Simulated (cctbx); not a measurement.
# Which space group?

Cell: a = 3.4970 Å, b = 3.6550 Å, c = 11.5480 Å, α = 90.00°, β = 90.00°, γ = 90.00°. Expected content of the cell: Ir8 Rh4.

Simulated single-crystal data (cctbx): Cu Kα, λ = 1.54184 Å, to d = 0.8 Å, 80 % of the full sphere, strongest reflection 70000 counts, noise from counting, a 2 % proportional error and a noise floor of 8 counts (s.d.); no absorption.

A first pass over the reflections prints:

```text
979 reflections to d = 0.800 A
centring   violations  <I/sigma> of those
    A          0 of   499     -0.0
    B          0 of   508      0.0
    C          0 of   491     -0.0
    I        121 of   505      8.0
    R        160 of   655      8.1
    F          0 of   749     -0.0
Laue class    unique    Rint  (classes that these axes allow; Friedel mates merged)
F m m m            54   0.012
space group    extra absences  I>4sigma  <I/sigma>
F 2 2 2                 0          0         -  acentric
F m m 2                 0          0         -  acentric
F 2 m m                 0          0         -  acentric
F m 2 m                 0          0         -  acentric
F m m m                 0          0         -  centric
Wilson B = 1.62 A^2   <|E^2-1|> = 1.037 (0.968 centric, 0.736 acentric)   E^2>4: 0.0 %
shell (A)         n   <I/sigma>
 5.77 - 1.27     15     62.1
 1.27 - 1.01     13     73.8
 1.01 - 0.88     10     48.3
 0.88 - 0.80     16     59.0
```

Q: Read the symmetry from these tables.

The reflections that A, B, C and F centring forbids are absent (⟨I/σ⟩ near 0), so the lattice is F. F holds A, B and C together.

Only F m m m fits these axes (Rint 0.012); a search for a hidden higher lattice was not made.

5 settings pass the absence test. No glide or screw absences show, which leaves F 2 2 2, F m m 2, F 2 m m, F m 2 m and F m m m.

⟨|E²−1|⟩ = 1.037 leans to a centrosymmetric structure. The Wilson B of 1.62 Å² means U ≈ 0.0205 Å².

The true group is Fmmm (no. 69), Laue class mmm, centrosymmetric. The tables only narrow the choice to the tied entries; cell content, site symmetry and trial solutions must settle it.

The model is made up (kin elements in a known structure type, no relaxation), so it says nothing on whether the phase exists.

[Logs are printed without paths, hosts, clocks, repeated set-up lines and the standing remarks that a program may print on its own settings, such as how far it seeks lower states.]
